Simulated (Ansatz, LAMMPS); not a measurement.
# Forces and charges in liquid mixture of acetonitrile and H2O at 300 K (204 atoms)

Aim: energy, forces, charges and density of states of liquid mixture of acetonitrile and H2O at 300 K (204 atoms) at a fixed geometry.

Method: Kohn-Sham DFT, PBEsol, PAW (set soft_2), plane waves, in Ansatz 0.2.0.

## 1. The starting structure

The cell holds 204 atoms: 58 C, 29 N, 107 H and 10 O. Its edges and angles: a = 14.395 Å, b = 14.395 Å, c = 14.395 Å, α = 90.0°, β = 90.0°, γ = 90.0°. 29 acetonitrile, 10 H2O placed at random, at 0.763 g/cm³; overlaps pushed apart, then 10 ps at 450 K with MMFF94 bonds, angles, torsions, charges and radii (Halgren, J. Comput. Chem. 17, 490 (1996)) in harmonic and 12-6 forms; SPC/E water (Berendsen, Grigera and Straatsma, J. Phys. Chem. 91, 6269 (1987)). Snapshot after 20 ps at 300 K and fixed volume.

Before any run, some limits are plain. The network of contacts between molecules at the start is that of the classical potential that made the cell, and needn't be the one that DFT or experiment would give. The functional has no dispersion term, which matters for the binding between molecules or layers. The density was typed from a rule of thumb and may lie off the real one at this temperature. Sampling is at Γ alone, for a cell whose shortest periodic width is 14 Å.

## 2. Making the structure

A classical potential supplies the starting structure, since it reaches far longer times than DFT.

This step: classical MD, MMFF94 bonds, angles, torsions, charges and radii (Halgren, J. Comput. Chem. 17, 490 (1996)) in harmonic and 12-6 forms; SPC/E water (Berendsen, Grigera and Straatsma, J. Phys. Chem. 91, 6269 (1987)) (LAMMPS 22 Jul 2025 - Update 4).

in.lmp reads:

```
# liquid mixture of acetonitrile and H2O
units real
atom_style full
boundary p p p
bond_style harmonic
angle_style harmonic
dihedral_style opls
improper_style harmonic
special_bonds lj 0 0 0.5 coul 0 0 0.75
read_data data.lmp
neigh_modify delay 0 every 1 check yes one 4000
comm_modify cutoff 12.0
timestep 0.5
thermo_style custom step time temp pe press density
thermo_modify norm yes
# push overlapping molecules apart
pair_style soft 2.6
pair_coeff * * 0.0
variable a equal ramp(1,60)
fix ad all adapt 1 pair soft a * * v_a
velocity all create 450 627906 mom yes dist gaussian
fix lim all nve/limit 0.03
fix lan all langevin 450 450 50 627907 zero yes
thermo 1000
run 3000 post no
unfix ad
pair_style lj/cut/coul/long 9.0
pair_modify mix arithmetic tail yes
pair_coeff 1 1 0.0678 3.3680   # C
pair_coeff 2 2 0.0678 3.5530   # C
pair_coeff 3 3 0.0721 3.3270   # N
pair_coeff 4 4 0.0216 2.5400   # H
pair_coeff 5 5 0.1553 3.1660   # O
pair_coeff 6 6 0.0000 1.0000   # H
# [... 19 lines left out ...]
compute msd all msd com yes
thermo 5000
fix md all nvt temp 300 300 100
run 20000 post no
print "== T300: mean square displacement over the hold $(c_msd[4]:%.2f) A^2"
unfix md
uncompute msd
write_dump all custom T300.dump id type xs ys zs modify sort id
```

Run with:

```bash
> lmp -in in.lmp -log none -nocite
```

Numbers of over 12 decimals in the logs are rounded to 6 here.

The log of the run:

```text
LAMMPS (22 Jul 2025 - Update 4)
Reading data file ...
  orthogonal box = (0 0 0) to (14.39531 14.39531 14.39531)
  204 atoms
  orthogonal box = (0 0 0) to (14.39531 14.39531 14.39531)
  165 bonds
  213 angles
   Step          Time           Temp          PotEng         Press         Density
         0   0              450            0.055584908    3627.3263      0.76299956
      1000   500            408.81789      0.84825384     620.78065      0.76299956
      2000   1000           421.0396       0.7909428      9033.0973      0.76299956
      3000   1500           436.098        0.94379177     6702.6777      0.76299956
[... 30 lines left out ...]
   Step          Time           Temp          PotEng         Press         Density
[... 4 lines left out ...]
Loop time of 3.26937 s on 1 MPI rank(s) for 5000 steps with 204 atoms
   Step          Time           Temp          PotEng         Press         Density
[... 2 lines left out ...]
     25000   24000          290.35043     -0.96546237     8360.8532      0.76299956
     30000   29000          308.93762     -1.0329204      3349.8766      0.76299956
     35000   34000          291.17132     -1.035679       104.93507      0.76299956
     37000   36000          274.1655      -1.0504457     -396.42729      0.76299956
Loop time of 12.8211 s on 1 MPI rank(s) for 20000 steps with 204 atoms
== T300: mean square displacement over the hold 29.97 A^2
```

Elapsed: 25 s, on 1 thread of Arm Neoverse V1, shared host; peak memory 0.13 GiB.

The input also reads data.lmp (atoms, bonds and types; not printed here).

## 3. Plane-wave single point

The electrons are solved once, with the atoms held.

input.yaml reads:

```yaml
crystal:
  lattice:
    - [14.39531, 0.0, 0.0]
    - [0.0, 14.39531, 0.0]
    - [0.0, 0.0, 14.39531]
  atoms:
    - { symbol: C, position: [0.14848, 0.0287, 0.98747] }
    - { symbol: C, position: [0.05302, 0.98608, 0.97382] }
    - { symbol: "N", position: [0.98574, 0.94587, 0.97139] }
    - { symbol: H, position: [0.17899, 0.05316, 0.92345] }
    - { symbol: H, position: [0.14303, 0.09478, 0.02947] }
    - { symbol: H, position: [0.1987, 0.97984, 0.01729] }
    - { symbol: C, position: [0.84572, 0.15298, 0.96691] }
    - { symbol: C, position: [0.76094, 0.21485, 0.96554] }
    - { symbol: "N", position: [0.69969, 0.2637, 0.94978] }
    - { symbol: H, position: [0.82626, 0.08134, 0.98907] }
    - { symbol: H, position: [0.88248, 0.15366, 0.90246] }
    - { symbol: H, position: [0.89156, 0.1842, 0.01893] }
    - { symbol: C, position: [0.37322, 0.82352, 0.66127] }
    - { symbol: C, position: [0.36792, 0.85472, 0.56403] }
    - { symbol: "N", position: [0.36254, 0.88486, 0.48834] }
    - { symbol: H, position: [0.4296, 0.77446, 0.65929] }
    - { symbol: H, position: [0.38845, 0.88412, 0.70397] }
    - { symbol: H, position: [0.31238, 0.79312, 0.6923] }
    - { symbol: C, position: [0.62956, 0.52041, 0.51382] }
    - { symbol: C, position: [0.62263, 0.60736, 0.57049] }
    - { symbol: "N", position: [0.61769, 0.67659, 0.61161] }
    - { symbol: H, position: [0.64523, 0.45979, 0.55885] }
    - { symbol: H, position: [0.56504, 0.496, 0.4759] }
    - { symbol: H, position: [0.68269, 0.52569, 0.46089] }
    - { symbol: C, position: [0.56365, 0.4825, 0.13598] }
    - { symbol: C, position: [0.62906, 0.52733, 0.1992] }
    - { symbol: "N", position: [0.69159, 0.5521, 0.24122] }
    - { symbol: H, position: [0.53572, 0.51983, 0.07506] }
    - { symbol: H, position: [0.59453, 0.41983, 0.10105] }
    - { symbol: H, position: [0.50294, 0.45331, 0.16759] }
    - { symbol: C, position: [0.7155, 0.83314, 0.02107] }
    - { symbol: C, position: [0.67514, 0.92543, 0.01919] }
    [... 166 atom lines left out ...]
    - { symbol: O, position: [0.35523, 0.81706, 0.91631] }
    - { symbol: H, position: [0.38732, 0.86098, 0.87311] }
    - { symbol: H, position: [0.40102, 0.79215, 0.96223] }
    - { symbol: O, position: [0.27752, 0.16824, 0.32409] }
    - { symbol: H, position: [0.33132, 0.133, 0.35036] }
    - { symbol: H, position: [0.29089, 0.18507, 0.25803] }
kpoints:
  mp_grid: { grid: [1, 1, 1] }
hamiltonian:
  xc: pbesol
scf:
  occupations: { method: fixed }
output:
  forces: true
  stress: true
  populations: true
  dos:
    method: { smearing: { sigma: 0.15 } }
    de: 0.1
    projected: { site_lists: { C: [C], H: [H], "N": ["N"], O: [O] } }
  eigenvalues: true
  write_density: true
  write_potential: true
  volumetric_format: npy
```

Run with:

```bash
> ansatz run input.yaml --threads 8 --pin off --max-ram 15872MiB --backend cpu --events-out ev --progress --plain --runs-dir out
```

The log of the run:

```text
Engine: ansatz 0.2.0, aarch64-unknown-linux-gnu
Pseudopotentials: kind: paw
Pseudopotential: C, paw, valence charge 4, recommended cutoff 420 eV (normal), C.paw.azcp
Pseudopotential: N, paw, valence charge 5, recommended cutoff 420 eV (normal), N.paw.azcp
Pseudopotential: H, paw, valence charge 1, recommended cutoff 420 eV (normal), H.paw.azcp
Pseudopotential: O, paw, valence charge 6, recommended cutoff 420 eV (normal), O.paw.azcp
[... 3 lines on functional and potentials left out ...]
Crystal: 204 atoms, lattice volume = 2983.067 Å³
Basis set: ecut = 420 eV, 58077 PW (Γ), exchange–correlation on 200×200×200 points (8 copies of the dense FFT grid, shifted against one another)
Bands: 476, of which v1, the nominal top of the filled ones, is band 272 counted from 1 (271 counted from 0)
Symmetry: 1 space group operations
Space group: P1 (ITA 1), of the structure as read, at distance tolerance 1.4e-4 Å
k-points: 1
[... 12 lines on functional and potentials left out ...]
Initial density: superposition of atomic densities (neutral atoms: chi_scale 0, normalization atom), corrected by the library's trained network
Initial wavefunctions: pseudopotential atomic-orbital guess
Functional: x = pbesol(κ = 0.804, μ = 0.123457), c = pbesol(β = 0.046)
SCF iter   1: F=—  HF=-32557.260075 eV  |F-HF|=—  |Δ(HF+E_count)|=         —  Δρ=4.40e-3  dr2=6.86e-1  ethr=1.77e-3  ⟨swp⟩=5.0  Hψ=1618  notcnv=0  defer=200
preconditioner: auto → Resta (q_TF=auto, 2.055 Å⁻¹)  ε∞=2.2  [insulator: Δε(μ)=4.398 eV  Ē_g=14.362 eV  n_scr=460 (ndim 8)  ℏωp=15.9 eV  f_vac=0.307  ε∞_Penn≈2.2]
SCF iter   2: F=—  HF=-32557.232951 eV  |F-HF|=—  |Δ(HF+E_count)|=   2.71e-2  Δρ=2.16e-3  dr2=1.66e-1  ethr=1.26e-4  ⟨swp⟩=2.0  Hψ=822  notcnv=0  defer=201
SCF iter   3: F=—  HF=-32557.249321 eV  |F-HF|=—  |Δ(HF+E_count)|=   1.64e-2  Δρ=1.16e-3  dr2=6.82e-2  ethr=3.05e-5  ⟨swp⟩=3.0  Hψ=550  notcnv=0  defer=202
SCF iter   4: F=—  HF=-32557.255896 eV  |F-HF|=—  |Δ(HF+E_count)|=   6.57e-3  Δρ=5.73e-4  dr2=1.39e-2  ethr=1.25e-5  ⟨swp⟩=4.0  Hψ=545  notcnv=0  defer=202
SCF iter   5: F=—  HF=-32557.255715 eV  |F-HF|=—  |Δ(HF+E_count)|=   1.81e-4  Δρ=2.16e-4  dr2=1.93e-3  ethr=2.56e-6  ⟨swp⟩=2.0  Hψ=822  notcnv=0  defer=201
SCF iter   6: F=—  HF=-32557.256101 eV  |F-HF|=—  |Δ(HF+E_count)|=   3.85e-4  Δρ=9.85e-5  dr2=3.59e-4  ethr=3.54e-7  ⟨swp⟩=2.0  Hψ=548  notcnv=0  defer=202
SCF iter   7: F=—  HF=-32557.256147 eV  |F-HF|=—  |Δ(HF+E_count)|=   4.63e-5  Δρ=5.78e-5  dr2=1.19e-4  ethr=6.59e-8  ⟨swp⟩=2.0  Hψ=538  notcnv=0  defer=202
SCF iter   8: F=—  HF=-32557.256169 eV  |F-HF|=—  |Δ(HF+E_count)|=   2.17e-5  Δρ=1.34e-5  dr2=6.76e-6  ethr=2.18e-8  ⟨swp⟩=2.0  Hψ=532  notcnv=0  defer=200
SCF iter   9: F=—  HF=-32557.253305 eV  |F-HF|=—  |Δ(HF+E_count)|=   2.86e-3  Δρ=8.58e-6  dr2=2.59e-6  ethr=1.24e-9  ⟨swp⟩=2.0  Hψ=548  notcnv=0  defer=200
SCF iter  10: F=—  HF=-32557.253305 eV  |F-HF|=—  |Δ(HF+E_count)|=   2.40e-7  Δρ=3.37e-6  dr2=4.60e-7  ethr=4.75e-10  ⟨swp⟩=2.0  Hψ=548  notcnv=0  defer=200
SCF iter  11: F=-32557.253305 eV  HF=-32557.253305 eV  |F-HF|=3.31e-8  |Δ(HF+E_count)|=   3.07e-8  Δρ=1.38e-6  dr2=6.87e-8  ethr=1.84e-11  ⟨swp⟩=23.0  Hψ=4760  notcnv=0
SCF 1 converged in 11 iterations: F = -32557.253305 eV  dr2 = 6.87e-8
  greatest PAW one-centre occupation: 0.863 electrons in one spin orbital (limit 2), on the O atom at site 174 (counted from 0), in its partial waves of l = 0
WARN: The input density's exchange-correlation potential varies sharply where the density is thin. Do not read a vacuum level from v_tot or v_xc, or from such a field of the output density. On a cell that repeats whose density bears no net charge and no dipole along the vacuum's axis use v_es (v_loc + v_h of the components); [...]
SCF converged after 11 iterations
Free energy (F): -32557.253305 eV
Harris-Foulkes:  -32557.253305 eV  (|F-HF|=3.31e-8)
Internal energy: -32557.253305 eV  (E = F + TS)
E sigma→0 (E₀):  -32557.253305 eV
Fermi energy:    -2.468347 eV
--- Per-component energies (eV) ---
  E_band       = -4939.143903
  E_kinetic    = 12028.854560
  E_local      = -38726.978198  (includes V_loc(G=0)·N_el)
  E_nonlocal   = 3654.245024
  E_hartree    = 13557.974347
  E_xc         = -6027.058495
  E_vxc        = -7612.640786  (∫ρ·V_xc dr)
  E_paw        = -10678.721254  (= ΣΔE_a)
  E_vpaw       = -1398.466390  (= ΣTr[D̂ρ^β])
  E_aug_tail   = -0.109223  (compensation charges beyond the density's cutoff)
  E_ewald      = -6367.851641
  E_core_change = 2.391574  (= ΣΔE_core)
  E_smearing   = -0.000000  (= −TS)
  E_closure    = -0.000000  (closes the sum)
  Σ components = -32557.253305   (vs F -32557.253305, Δ=0.00e0)
--- Forces (eV/Å), atoms counted from 1 ---
  atom   1  C     -1.76835093     0.54998446     0.33352750
  atom   2  C      5.67116955     2.44756258     0.75378161
  atom   3  N     -3.62426367    -1.85904044    -0.36327830
  atom   4  H      0.02924269    -0.04333973    -0.86209441
  atom   5  H     -0.05920996    -0.94849226    -0.13727365
  atom   6  H     -0.26047945    -0.17817713     0.20565883
  atom   7  C     -1.82822245     0.81118623     1.54738295
  atom   8  C      2.41518161    -1.87019848    -0.80766993
  atom   9  N     -0.85037981     0.69349830     0.52426424
  atom  10  H      0.11775578     0.48511770    -0.24189686
  atom  11  H      0.04288360    -0.04181814    -1.10823692
  atom  12  H      0.11469006    -0.14252885     0.37015683
  atom  13  C      0.24366643     0.84864380    -1.39569587
  atom  14  C     -0.92997309     0.65645393    -0.57983088
[...]
atom 203  H     -0.21903443     0.01660268    -0.86875880
  atom 204  H      0.35707364    -0.69692892     1.09108198
  max |Σ_I F_I| component: 1.80e-4 eV/Å
--- Stress (GPa, compression-positive) ---
        0.496632      -0.154190       0.248393
       -0.154190      -0.559820      -0.318344
        0.248393      -0.318344      -0.628459
  P = ⅓ Tr σ = -0.2305 GPa (-2.305 kbar)
--- Band table (eV) ---
  k-point 0: bands = ["-20.8715", "-20.6863", "-20.6439", "-20.5552", [... 460 levels ...], "7.9861", "7.9889", "8.0009", "8.0295", "8.0601", "8.0938", "8.1240", "8.1310", "8.1559", "8.1668", "8.2201", "8.2719"]
--- Löwdin populations: 204 sites ---
  site symbol       q [e]
     0      C      4.4973
     1      C      3.7759
     2      N      5.2085
[...]
203      H      0.6220
  spilling = 0.015339 (of n_electrons = 544.000000)
```

Run time: 36 s. Hardware: 8 threads of Arm Neoverse V1, shared host; peak memory 4 GiB; 4.6 min of CPU time.

The program notes that the exchange-correlation potential is rough where the density is thin.

Numbers from this run:

```yaml
free_energy: -32557.2533 eV
free_energy_per_atom: -159.5944 eV/atom
scf_cycles: 11
pressure: -0.2305 GPa
r_m_s_force_component: 1.015 eV/Å
longest_force: 6.223 eV/Å
fermi_energy: -2.468 eV
spacing_of_highest_filled_and_lowest_empty_level: 4.551 eV
spilling_of_the_projection: 0.01534
```

Neighbours are counted within 1.34 Å (H-C), 1.21 Å (H-O), 1.85 Å (C-C), 1.62 Å (C-N).

Length of the force by element and coordination:

```csv
element,coordination,atoms,mean length of the force (eV/Å),spread,least,most
C,all,58,2.10,1.26,0.415,6.22
C,2,29,2.30,1.52,0.415,6.22
C,4,29,1.90,0.894,0.492,4.14
H,all,107,0.996,0.573,0.263,3.65
N,all,29,1.83,1.16,0.0829,4.37
O,all,10,0.612,0.400,0.117,1.60
```

Löwdin charges by element and coordination (they lack the spilled electrons, 0.041 e an atom on average):

```csv
element,coordination,atoms,mean charge (e),spread,least,most
C,all,58,-0.131,0.373,-0.535,0.283
C,2,29,0.242,0.0195,0.203,0.283
C,4,29,-0.504,0.0136,-0.535,-0.481
H,all,107,0.277,0.0507,0.227,0.403
N,all,29,-0.218,0.0158,-0.259,-0.193
O,all,10,-0.738,0.0194,-0.768,-0.704
```

Density of states as counts of states in windows of 1 eV (from the Fermi level), total and the larger projections:

```csv
from (eV),to (eV),total,C p,N p,H s,O p,N s
-10,-8,0.0,0.0,0.0,0.0,0.0,0.0
-8,-7,5.1,1.4,0.4,1.2,1.3,0.2
-7,-6,62.4,30.3,1.7,12.1,6.7,1.9
-6,-5,55.7,32.2,2.5,14.2,4.4,0.2
-5,-4,71.5,45.4,5.4,17.3,0.9,0.5
-4,-3,19.2,3.3,7.9,1.5,2.6,2.9
-3,-2,121.8,32.7,61.9,7.7,6.3,10.9
-2,-1,52.3,15.9,21.7,3.8,9.0,0.8
-1,0,17.5,0.2,0.1,0.1,16.9,0.0
0,1,2.5,0.0,0.0,0.0,2.4,0.0
1,4,0.0,0.0,0.0,0.0,0.0,0.0
4,5,15.0,4.9,4.0,3.3,0.1,0.1
```

With fixed occupations the program's Fermi level is the highest filled level; weight inside the gap is the broadening of levels at its edges.

Between -19 and -10 eV lie 136 more states.

The levels nearest the highest filled one (over half full), pooled over k-points and spins:

```csv
level less the highest filled one (eV),occupation
-0.404,2
-0.129,2
-0.107,2
-0.105,2
-0.0636,2
0,2
4.55,0
4.75,0
4.76,0
4.79,0
4.86,0
4.94,0
```

Electrostatic potential energy in the bc plane at fractional x = 0.355, with atoms of C and N and H and O within 0.2 Å of it. With pseudopotentials it is smooth inside the atoms' cores, unlike the true potential.

Values in eV, 13 rows by 16 columns, each cell a mean:
```
  3   2   2   2   3   4   4   3  -6  -6  -7   3  -6 -20   3   4
-32 -33 -13 -10  -2   4   4   3 -12 -33  -3   4  -2 -17   0   0
-11  -8  -3  -6  -3   3   4   3  -5 -38  -8   4   4   3   3   3
  3   2  -7   1   3   4   4   4   1 -29 -11   4  -1  -9  -2   3
  1 -23 -26   1   3   4   4   4   4   1   3   4  -7 -32  -4   3
  2  -9 -21   1   3   4   4   4   4   4   4   4   1 -31 -22   3
  4   3   1   3   4   4   4   3   3   3   3   4   4 -13 -36   0
 -1   3   2   4   4   4   4   3   2  -4  -1   3   4   3   0  -4
  1   1  -5   3   4   4   4   4   2 -27 -16   3   4   4   4   2
  4   4   3   3   4   4   4   4   3  -9  -6   4   4   4   4   4
  1  -4 -19   0   4   4   3   3   3   0   1   4   4   4   3   2
 -8 -33 -27  -1   4   4 -10  -5  -2 -13   0   4   4   3  -4 -14
  1   0   3   4   4   4   3   3   2   1   3   3   3   4   3   1
```
Columns run along b (14.4 Å; values clipped at the 3rd and 97th percentile), rows up along c (14.4 Å). Atoms in or near the plane, at fractional coordinates: C at (0.85, 0.56), N at (0.88, 0.49), N at (0.02, 0.85), H at (0.24, 0.83), N at (0.15, 0.14), H at (0.94, 0.09), C at (0.58, 0.79), C at (0.11, 0.62), H at (0.15, 0.55), H at (0.15, 0.68), O at (0.82, 0.92).

(Part 1 of 2 ends here.)

[Logs are printed without paths, hosts, clocks, repeated set-up lines and the standing remarks that a program may print on its own settings, such as how far it seeks lower states.]

[Hosts, paths, dates, database ids (printed as entryN), source tags and the programs' standing remarks are cut or masked in the printed files.]

[The MMFF94 radii named for the starting cell were scaled by 0.96; in molecules described by MMFF94, hydrogen bound to N, O or S took a small fixed 12-6 site in their place.]
